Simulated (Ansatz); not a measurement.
# What NaB (Fm-3m) distorts into, part 2 of 3

Aim: this structure of NaB (Fm-3m) is to be tested for unstable modes, and one is followed downhill.

Ansatz 0.2.0; DFT PBEsol, scalar-relativistic, plane waves, PAW.

So far, highest frequency on the path or at a solved wavevector (cm⁻¹): step 2 (phonons on a q mesh) 306. Also lowest frequency on the path (cm⁻¹): step 2 -206.

### Step 5. Energy along the mode, all amplitudes (two of the runs are shown above)

An imaginary frequency means negative curvature, so the energy should fall and then rise again as anharmonic terms take over.

Numbers from this step:

```yaml
depth_at_the_lowest_point_sampled: 98.61 meV/atom
largest_atomic_shift_at_that_point: 0.6 Å
```

The energy from the parent by largest atomic shift:

```csv
largest atomic shift (Å),energy from the parent (meV/atom)
0.000,0
0.040,-0.862
0.080,-3.36
0.140,-9.71
0.220,-22.1
0.320,-42.0
0.450,-70.7
0.600,-98.6
```

Displacement at unit largest shift by atom:

```csv
atom,x (Å),y (Å),z (Å),size
Na1,0.00,0.00,0.56,0.56
Na2,0.00,0.00,-0.56,0.56
Na3,0.00,0.00,-0.56,0.56
Na4,0.00,0.00,0.56,0.56
B5,0.00,0.00,1.00,1.00
B6,0.00,0.00,-1.00,1.00
B7,0.00,0.00,1.00,1.00
B8,0.00,0.00,-1.00,1.00
```

The lowest of the steps tried is the last one, at 0.6 Å, 98.6 meV/atom below the parent; the bottom of the well need not coincide with a step.

### Step 6. Relaxation from the frozen mode

Starting from the lowest point found, all atoms and the cell are let go, so that strain and other modes of the same symmetry can join in.

Input file input.yaml:

```yaml
crystal:
  lattice:
    - [0.0, 0.0, -5.3049051826]
    - [5.3049051826, 0.0, 0.0]
    - [2.6524525913, -5.3049051826, -2.6524525913]
  atoms:
    - { symbol: Na, position: [0.6865577297, 0.25, 0.5] }
    - { symbol: Na, position: [0.3134422703, 0.75, 0.5] }
    - { symbol: Na, position: [0.5634422703, 0.5, 0.0] }
    - { symbol: Na, position: [-0.0634422703, 0.0, 0.0] }
    - { symbol: B, position: [0.3868971302, 0.0, 0.0] }
    - { symbol: B, position: [0.1131028698, 0.5, 0.0] }
    - { symbol: B, position: [0.1368971302, 0.25, 0.5] }
    - { symbol: B, position: [0.8631028698, 0.75, 0.5] }
kpoints:
  mp_grid: { grid: [8, 8, 8] }
hamiltonian:
  xc: pbesol
scf:
  occupations: { method: methfessel_paxton, width: 0.15 }
output:
  forces: true
  stress: true
  eigenvalues: true
relax:
  adjacent_minimum: "off"
  f_tol: 0.002
  max_steps: 120
  cell: { stress_tol: 0.03 }
```

On the command line:

```bash
ansatz run input.yaml --threads 4 --pin off --max-ram 7168MiB --backend cpu --events-out ev --progress --plain --runs-dir out
```

Numbers of over 12 decimals in the logs are rounded to 6 here.

What it wrote:

```text
[...]
Crystal: 8 atoms, lattice volume = 149.291 Å³
Basis set: ecut = 420 eV, 2913 PW (Γ), exchange–correlation on 72×72×90 points (8 copies of the dense FFT grid, shifted against one another)
Bands: 32, of which v1, the nominal top of the filled ones, is band 24 counted from 1 (23 counted from 0)
Symmetry: 8 space group operations
[...]
k-points: 95 of 512
[...]
SCF iter   1: F=—  HF=-6499.501610 eV  |F-HF|=—  |Δ(HF+E_count)|=         —  Δρ=4.19e-3  dr2=2.23e-2  ethr=1.77e-3  ⟨swp⟩=6.1  Hψ=11252  notcnv=0
[...]
SCF iter   7: F=-6499.492333 eV  HF=-6499.492333 eV  |F-HF|=3.09e-9  |Δ(HF+E_count)|=   2.57e-8  S|Δr|=    0.00e0  Δρ=4.10e-6  dr2=3.31e-8  ethr=2.08e-10  ⟨swp⟩=7.7  Hψ=10783  notcnv=0
SCF 1 converged in 7 iterations: F = -6499.492333 eV  dr2 = 3.31e-8
[...]
relax step   1: F+E_penalty+E_count = -6499.49233322 eV  Δ(F+E_penalty+E_count) = +0.000e0 eV  max|allowed force component| = 6.605e-1 eV/Å  Δτ_max = 0.0000 Å  P = -2.305 GPa  Ω = 149.291 Å³  (7 SCF iters, dr2 threshold 1.00e-7 eV, accepted)
Crystal: 8 atoms, lattice volume = 140.596 Å³
Basis set: ecut = 420 eV, 2745 PW (Γ), exchange–correlation on 72×72×90 points (8 copies of the dense FFT grid, shifted against one another)
[...]
SCF iter   7: F=-6500.593429 eV  HF=-6500.593429 eV  |F-HF|=1.73e-8  |Δ(HF+E_count)|=   1.82e-7  S|Δr|=    0.00e0  Δρ=6.05e-6  dr2=5.72e-8  ethr=1.67e-9  ⟨swp⟩=5.0  Hψ=10669  notcnv=0
SCF 2 converged in 7 iterations: F = -6500.593429 eV  dr2 = 5.72e-8
relax step   2: F+E_penalty+E_count = -6500.59342854 eV  Δ(F+E_penalty+E_count) = -1.101e0 eV  max|allowed force component| = 1.051e0 eV/Å  Δτ_max = 0.1269 Å  P = -2.954 GPa  Ω = 140.596 Å³  energy of the carried Pulay correction = +1.885e-3 eV  (7 SCF iters, dr2 threshold 8.00e-7 eV, accepted)
Crystal: 8 atoms, lattice volume = 133.664 Å³
Basis set: ecut = 420 eV, 2629 PW (Γ), exchange–correlation on 72×72×90 points (8 copies of the dense FFT grid, shifted against one another)
[...]
SCF iter   6: F=-6502.496575 eV  HF=-6502.496575 eV  |F-HF|=6.18e-7  |Δ(HF+E_count)|=   1.13e-6  S|Δr|=    0.00e0  Δρ=2.95e-5  dr2=7.94e-7  ethr=1.67e-9  ⟨swp⟩=6.1  Hψ=13033  notcnv=0
SCF 3 converged in 6 iterations: F = -6502.496575 eV  dr2 = 7.94e-7
relax step   3: F+E_penalty+E_count = -6502.49657463 eV  Δ(F+E_penalty+E_count) = -1.903e0 eV  max|allowed force component| = 1.866e0 eV/Å  Δτ_max = 0.1950 Å  P = -4.420 GPa  Ω = 133.664 Å³  energy of the carried Pulay correction = +3.471e-3 eV  (6 SCF iters, dr2 threshold 8.00e-7 eV, accepted)
[... from here on, the SCF cycles and remarks between the steps are left out ...]
relax step   4: F+E_penalty+E_count = -6504.90768164 eV  Δ(F+E_penalty+E_count) = -2.411e0 eV  max|allowed force component| = 2.346e0 eV/Å  Δτ_max = 0.1958 Å  P = -4.599 GPa  Ω = 128.228 Å³  energy of the carried Pulay correction = +4.771e-3 eV  (7 SCF iters, dr2 threshold 8.00e-7 eV, accepted)
relax step   5: F+E_penalty+E_count = -6506.06378500 eV  Δ(F+E_penalty+E_count) = -1.156e0 eV  max|allowed force component| = 1.805e0 eV/Å  Δτ_max = 0.1959 Å  P = +2.549 GPa  Ω = 123.749 Å³  energy of the carried Pulay correction = +5.881e-3 eV  (7 SCF iters, dr2 threshold 8.00e-7 eV, accepted)
relax step   6: F+E_penalty+E_count = -6506.60097329 eV  Δ(F+E_penalty+E_count) = -5.372e-1 eV  max|allowed force component| = 1.048e0 eV/Å  Δτ_max = 0.1967 Å  P = -0.961 GPa  Ω = 119.407 Å³  energy of the carried Pulay correction = +6.992e-3 eV  (8 SCF iters, dr2 threshold 8.00e-7 eV, accepted)
relax step   7: F+E_penalty+E_count = -6506.98193698 eV  Δ(F+E_penalty+E_count) = -3.810e-1 eV  max|allowed force component| = 4.135e-1 eV/Å  Δτ_max = 0.0530 Å  P = -0.906 GPa  Ω = 118.782 Å³  energy of the carried Pulay correction = +7.155e-3 eV  (7 SCF iters, dr2 threshold 8.00e-7 eV, accepted)
relax step   8: F+E_penalty+E_count = -6507.43442952 eV  Δ(F+E_penalty+E_count) = -4.525e-1 eV  max|allowed force component| = 5.636e-1 eV/Å  Δτ_max = 0.0437 Å  P = +0.699 GPa  Ω = 116.214 Å³  energy of the carried Pulay correction = +7.833e-3 eV  (8 SCF iters, dr2 threshold 8.00e-7 eV, accepted)
relax step   9: F+E_penalty+E_count = -6507.96996416 eV  Δ(F+E_penalty+E_count) = -5.355e-1 eV  max|allowed force component| = 7.810e-1 eV/Å  Δτ_max = 0.0790 Å  P = +1.720 GPa  Ω = 115.508 Å³  energy of the carried Pulay correction = +8.021e-3 eV  (7 SCF iters, dr2 threshold 8.00e-7 eV, accepted)
relax step  10: F+E_penalty+E_count = -6508.77913325 eV  Δ(F+E_penalty+E_count) = -8.092e-1 eV  max|allowed force component| = 1.069e0 eV/Å  Δτ_max = 0.1340 Å  P = -0.090 GPa  Ω = 117.964 Å³  energy of the carried Pulay correction = +7.370e-3 eV  (9 SCF iters, dr2 threshold 8.00e-7 eV, accepted)
relax step  11: F+E_penalty+E_count = -6509.83756490 eV  Δ(F+E_penalty+E_count) = -1.058e0 eV  max|allowed force component| = 9.194e-1 eV/Å  Δτ_max = 0.1102 Å  P = +2.661 GPa  Ω = 114.733 Å³  energy of the carried Pulay correction = +8.229e-3 eV  (7 SCF iters, dr2 threshold 8.00e-7 eV, accepted)
relax step  12: F+E_penalty+E_count = -6510.08325937 eV  Δ(F+E_penalty+E_count) = -2.457e-1 eV  max|allowed force component| = 5.846e-1 eV/Å  Δτ_max = 0.0928 Å  P = +8.358 GPa  Ω = 112.080 Å³  energy of the carried Pulay correction = +8.952e-3 eV  (7 SCF iters, dr2 threshold 8.00e-7 eV, accepted)
relax step  13: F+E_penalty+E_count = -6510.23117575 eV  Δ(F+E_penalty+E_count) = -1.479e-1 eV  max|allowed force component| = 6.247e-1 eV/Å  Δτ_max = 0.1332 Å  P = -1.402 GPa  Ω = 121.277 Å³  energy of the carried Pulay correction = +6.509e-3 eV  (7 SCF iters, dr2 threshold 8.00e-7 eV, accepted)
relax step  14: F+E_penalty+E_count = -6510.31149867 eV  Δ(F+E_penalty+E_count) = -8.032e-2 eV  max|allowed force component| = 1.712e-1 eV/Å  Δτ_max = 0.1125 Å  P = -0.523 GPa  Ω = 120.189 Å³  energy of the carried Pulay correction = +6.789e-3 eV  (7 SCF iters, dr2 threshold 8.00e-7 eV, accepted)
relax step  15: F+E_penalty+E_count = -6510.41883417 eV  Δ(F+E_penalty+E_count) = -1.073e-1 eV  max|allowed force component| = 1.270e-1 eV/Å  Δτ_max = 0.0937 Å  P = +0.116 GPa  Ω = 116.772 Å³  energy of the carried Pulay correction = +7.684e-3 eV  (6 SCF iters, dr2 threshold 8.00e-7 eV, accepted)
relax step  16: F+E_penalty+E_count = -6510.42450921 eV  Δ(F+E_penalty+E_count) = -5.675e-3 eV  max|allowed force component| = 4.928e-2 eV/Å  Δτ_max = 0.0313 Å  P = +0.105 GPa  Ω = 117.685 Å³  energy of the carried Pulay correction = +7.443e-3 eV  (6 SCF iters, dr2 threshold 8.00e-7 eV, accepted)
relax step  17: F+E_penalty+E_count = -6510.42676510 eV  Δ(F+E_penalty+E_count) = -2.256e-3 eV  max|allowed force component| = 3.387e-3 eV/Å  Δτ_max = 0.0061 Å  P = +0.034 GPa  Ω = 117.739 Å³  energy of the carried Pulay correction = +7.429e-3 eV  (5 SCF iters, dr2 threshold 8.00e-7 eV, accepted)
relax step  18: F+E_penalty+E_count = -6510.42675620 eV  Δ(F+E_penalty+E_count) = +8.901e-6 eV  max|allowed force component| = 9.858e-4 eV/Å  Δτ_max = 0.0012 Å  P = -0.008 GPa  Ω = 117.815 Å³  energy of the carried Pulay correction = +7.408e-3 eV  (5 SCF iters, dr2 threshold 6.94e-9 eV, accepted)
relax step  19: F+E_penalty+E_count = -6510.84754768 eV  Δ(F+E_penalty+E_count) = -4.208e-1 eV  max|allowed force component| = 2.845e-2 eV/Å  Δτ_max = 0.0000 Å  P = +3.154 GPa  Ω = 117.815 Å³  stress off target by 8.96e0 GPa  SCF on the basis re-selected at this cell (its energy is not comparable with the rows above)  (8 SCF iters)
relax step  20: F+E_penalty+E_count = -6511.04491939 eV  Δ(F+E_penalty+E_count) = -1.974e-1 eV  max|allowed force component| = 6.295e-2 eV/Å  Δτ_max = 0.0234 Å  P = +1.695 GPa  Ω = 123.027 Å³  energy of the carried Pulay correction = -2.250e-3 eV  (6 SCF iters, dr2 threshold 8.00e-7 eV, accepted)
relax step  21: F+E_penalty+E_count = -6511.16489031 eV  Δ(F+E_penalty+E_count) = -1.200e-1 eV  max|allowed force component| = 3.627e-2 eV/Å  Δτ_max = 0.0207 Å  P = +0.907 GPa  Ω = 128.841 Å³  energy of the carried Pulay correction = -4.505e-3 eV  (6 SCF iters, dr2 threshold 8.00e-7 eV, accepted)
relax step  22: F+E_penalty+E_count = -6511.18321708 eV  Δ(F+E_penalty+E_count) = -1.833e-2 eV  max|allowed force component| = 4.644e-2 eV/Å  Δτ_max = 0.0142 Å  P = +0.099 GPa  Ω = 132.268 Å³  energy of the carried Pulay correction = -5.875e-3 eV  (6 SCF iters, dr2 threshold 8.00e-7 eV, accepted)
relax step  23: F+E_penalty+E_count = -6511.18712185 eV  Δ(F+E_penalty+E_count) = -3.905e-3 eV  max|allowed force component| = 1.777e-2 eV/Å  Δτ_max = 0.0135 Å  P = -0.040 GPa  Ω = 131.563 Å³  energy of the carried Pulay correction = -5.702e-3 eV  (5 SCF iters, dr2 threshold 8.00e-7 eV, accepted)
relax step  24: F+E_penalty+E_count = -6511.18711483 eV  Δ(F+E_penalty+E_count) = +7.016e-6 eV  max|allowed force component| = 7.977e-3 eV/Å  Δτ_max = 0.0077 Å  P = +0.157 GPa  Ω = 131.701 Å³  energy of the carried Pulay correction = -5.716e-3 eV  (5 SCF iters, dr2 threshold 3.06e-7 eV, accepted)
relax step  25: F+E_penalty+E_count = -6511.18755716 eV  Δ(F+E_penalty+E_count) = -4.423e-4 eV  max|allowed force component| = 1.967e-3 eV/Å  Δτ_max = 0.0022 Å  P = +0.006 GPa  Ω = 131.763 Å³  energy of the carried Pulay correction = -5.763e-3 eV  (4 SCF iters, dr2 threshold 8.00e-7 eV, accepted)
relax step  26: F+E_penalty+E_count = -6511.20117109 eV  Δ(F+E_penalty+E_count) = -1.361e-2 eV  max|allowed force component| = 1.930e-3 eV/Å  Δτ_max = 0.0000 Å  P = +0.134 GPa  Ω = 131.763 Å³  stress off target by 2.71e-1 GPa  SCF on the basis re-selected at this cell (its energy is not comparable with the rows above)  (7 SCF iters)
relax step  27: F+E_penalty+E_count = -6511.20134943 eV  Δ(F+E_penalty+E_count) = -1.783e-4 eV  max|allowed force component| = 2.688e-3 eV/Å  Δτ_max = 0.0012 Å  P = +0.014 GPa  Ω = 132.306 Å³  energy of the carried Pulay correction = -2.166e-4 eV  (4 SCF iters, dr2 threshold 1.84e-7 eV, accepted)
relax step  28: F+E_penalty+E_count = -6511.20132135 eV  Δ(F+E_penalty+E_count) = +2.808e-5 eV  max|allowed force component| = 1.567e-3 eV/Å  Δτ_max = 0.0018 Å  P = +0.005 GPa  Ω = 132.411 Å³  energy of the carried Pulay correction = -2.586e-4 eV  (7 SCF iters, dr2 threshold 4.52e-10 eV, accepted)
Basis set: ecut = 420 eV, 2625 PW (Γ), exchange–correlation on 108×48×96 points (8 copies of the dense FFT grid, shifted against one another)
[...]
SCF iter   5: F=-6511.201580 eV  HF=-6511.201580 eV  |F-HF|=3.64e-12  |Δ(HF+E_count)|=  9.09e-12  S|Δr|=    0.00e0  Δρ=3.85e-8  dr2=4.51e-12  ethr=1.00e-12  ⟨swp⟩=5.2  Hψ=11043  notcnv=0
SCF 29 converged in 5 iterations: F = -6511.201580 eV  dr2 = 4.51e-12
relax step  29: F+E_penalty+E_count = -6511.20158041 eV  Δ(F+E_penalty+E_count) = -2.591e-4 eV  max|allowed force component| = 1.603e-3 eV/Å  Δτ_max = 0.0000 Å  P = +0.004 GPa  Ω = 132.411 Å³  stress off target by 8.07e-3 GPa  SCF on the basis re-selected at this cell (its energy is not comparable with the rows above)  (5 SCF iters)
[...]
SCF converged after 5 iterations
[...]
Free energy (F): -6511.201580 eV
[...]
Internal energy: -6511.203361 eV  (E = F + TS)
E sigma→0 (E₀):  -6511.202026 eV
Entropy (-TS):   0.001781 eV (0.223 meV/atom)
Fermi energy:    4.925224 eV
Step filling:    the computed levels leave a gap of 0.0054 eV = 0.0 smearing widths at the electron count; against every level under it full and every level over it empty, smearing changes F+E_penalty+E_count by +0.589 meV and its σ→0 estimate by +0.143 meV
[...]
--- Forces (eV/Å), atoms counted from 1 ---
  atom   1  Na     0.00000000    -0.00002562     0.00089486
  atom   2  Na     0.00000000    -0.00002562    -0.00089486
  atom   3  Na     0.00000000     0.00002562    -0.00089486
  atom   4  Na     0.00000000     0.00002562     0.00089486
  atom   5  B      0.00000000     0.00160283    -0.00140921
  atom   6  B      0.00000000     0.00160283     0.00140921
  atom   7  B      0.00000000    -0.00160283    -0.00140921
  atom   8  B      0.00000000    -0.00160283     0.00140921
  max |Σ_I F_I| component: 8.67e-19 eV/Å
--- Stress (GPa, compression-positive) ---
       -0.001558       0.000000       0.000000
        0.000000       0.008067       0.000000
        0.000000       0.000000       0.006718
  P = ⅓ Tr σ = 0.0044 GPa (0.044 kbar)
--- Band table (eV; the first three rows and the last of 95) ---
  k-point 0: bands = [... 20 lower, 0.4940, 1.8138, 1.8750, 2.9269, 4.6766, 6.9532, 7.7775, 7.9381, ... 4 higher]
  k-point 1: bands = [... 20 lower, 0.4108, 1.8146, 2.0384, 2.6971, 5.1497, 6.9625, 7.0135, 7.7788, ... 4 higher]
  k-point 2: bands = [... 20 lower, 0.4099, 1.8167, 2.3944, 2.4676, 5.7189, 6.1390, 6.9937, 7.5824, ... 4 higher]
  k-point 94: bands = [... 20 lower, 3.5867, 3.5867, 3.5879, 3.5879, 5.6833, 5.6833, 6.4286, 6.4286, ... 4 higher]
--- Relaxed structure (26 steps of the walk, 26 accepted, 3 SCFs on fresh bases) ---
  F+E_penalty+E_count = -6511.20158041 eV   max|allowed force component| = 1.603e-3 eV/Å   (the final SCF, on the basis selected at the relaxed cell)
  cell:  # Å, volume = 132.4105 Å³
    - [0.0, 0.0, -8.012337]
    - [3.196943, 0.0, 0.0]
    - [1.598472, -5.169260, -4.006168]
  atoms:
    - { symbol: Na, position: [0.668203, 0.239637, 0.520726] }
    - { symbol: Na, position: [0.311071, 0.739637, 0.520726] }
    - { symbol: Na, position: [0.581797, 0.510363, -0.020726] }
    - { symbol: Na, position: [-0.061071, 0.010363, -0.020726] }
    - { symbol: B, position: [0.237915, -0.019203, 0.038406] }
    - { symbol: B, position: [0.223679, 0.480797, 0.038406] }
    - { symbol: B, position: [0.026321, 0.269203, 0.461594] }
    - { symbol: B, position: [1.012085, 0.769203, 0.461594] }
```

The job ended after 2.3 min (4 threads of Intel Xeon Platinum 8488C (Sapphire Rapids), shared host; peak memory 0.76 GiB; 8.4 min of CPU time).

Step by step (22 of 29):

```csv
step,energy less that of the first step (eV),largest force component (eV/Å),pressure (GPa),volume (Å³)
1,0.0000,0.6605,-2.30,149.29
2,-1.1011,1.0507,-2.95,140.60
4,-5.4153,2.3460,-4.60,128.23
5,-6.5715,1.8052,2.55,123.75
6,-7.1086,1.0482,-0.96,119.41
8,-7.9421,0.5636,0.70,116.21
9,-8.4776,0.7810,1.72,115.51
10,-9.2868,1.0688,-0.09,117.96
12,-10.5909,0.5846,8.36,112.08
13,-10.7388,0.6247,-1.40,121.28
14,-10.8192,0.1712,-0.52,120.19
16,-10.9322,0.0493,0.10,117.68
17,-10.9344,0.0034,0.03,117.74
18,-10.9344,0.0010,-0.01,117.82
20,-11.5526,0.0630,1.70,123.03
21,-11.6726,0.0363,0.91,128.84
22,-11.6909,0.0464,0.10,132.27
24,-11.6948,0.0080,0.16,131.70
25,-11.6952,0.0020,0.01,131.76
26*,-11.7088,0.0019,0.13,131.76
28,-11.7090,0.0016,0.00,132.41
29*,-11.7092,0.0016,0.00,132.41
```

Relaxation steps marked * repeat the geometry before them on a plane-wave basis chosen anew for their cell, so energy and pressure can jump there. Other such steps can lie between the rows shown.

Forces are held to the 8 operations that the run works with; a distortion that breaks them can't arise in this run.

```csv
cell as run,before,after,change
a (Å),5.305,8.012,+51.0 %
b (Å),5.305,3.197,-39.7 %
c (Å),6.497,6.732,+3.6 %
α (°),65.91,76.27,+15.7 %
β (°),65.91,53.48,-18.8 %
volume (Å³/atom),18.66,16.55,-11.3 %
```

The atoms that moved most (Å, as changes of fractional coordinates times the final cell):

```csv
atom,dx,dy,dz,length
B8,0.000,0.199,-1.040,1.059
B5,0.000,-0.199,1.040,1.059
B7,0.000,0.199,1.040,1.059
B6,0.000,-0.199,-1.040,1.059
Na4,0.000,0.107,0.064,0.125
Na2,0.000,-0.107,-0.064,0.125
Na3,0.000,0.107,-0.064,0.125
Na1,0.000,-0.107,0.064,0.125
```

Final coordinates:

```cif
data_structure
_symmetry_space_group_name_H-M 'P 1'
_symmetry_Int_Tables_number 1
_cell_length_a 8.0123
_cell_length_b 3.1969
_cell_length_c 6.7324
_cell_angle_alpha 76.265
_cell_angle_beta 53.483
_cell_angle_gamma 90.000
_cell_volume 132.41
loop_
_atom_site_label
_atom_site_type_symbol
_atom_site_fract_x
_atom_site_fract_y
_atom_site_fract_z
_atom_site_occupancy
Na1 Na 0.66820 0.23964 0.52073 1
Na2 Na 0.31107 0.73964 0.52073 1
Na3 Na 0.58180 0.51036 0.97927 1
Na4 Na 0.93893 0.01036 0.97927 1
B5 B 0.23791 0.98080 0.03841 1
B6 B 0.22368 0.48080 0.03841 1
B7 B 0.02632 0.26920 0.46159 1
B8 B 0.01209 0.76920 0.46159 1
```

This step gave:

```
pressure        : 0.004409 GPa
volume per atom : 16.55 Å³
```

The distorted start has space group Ibam; the relaxation ends in Ibam.

(Continued in part 3 of 3.)

[Logs are printed without paths, hosts, clocks, repeated set-up lines and the standing remarks that a program may print on its own settings, such as how far it seeks lower states.]

[Hosts, paths, dates, database ids (printed as entryN), source tags and the programs' standing remarks are cut or masked in the printed files.]
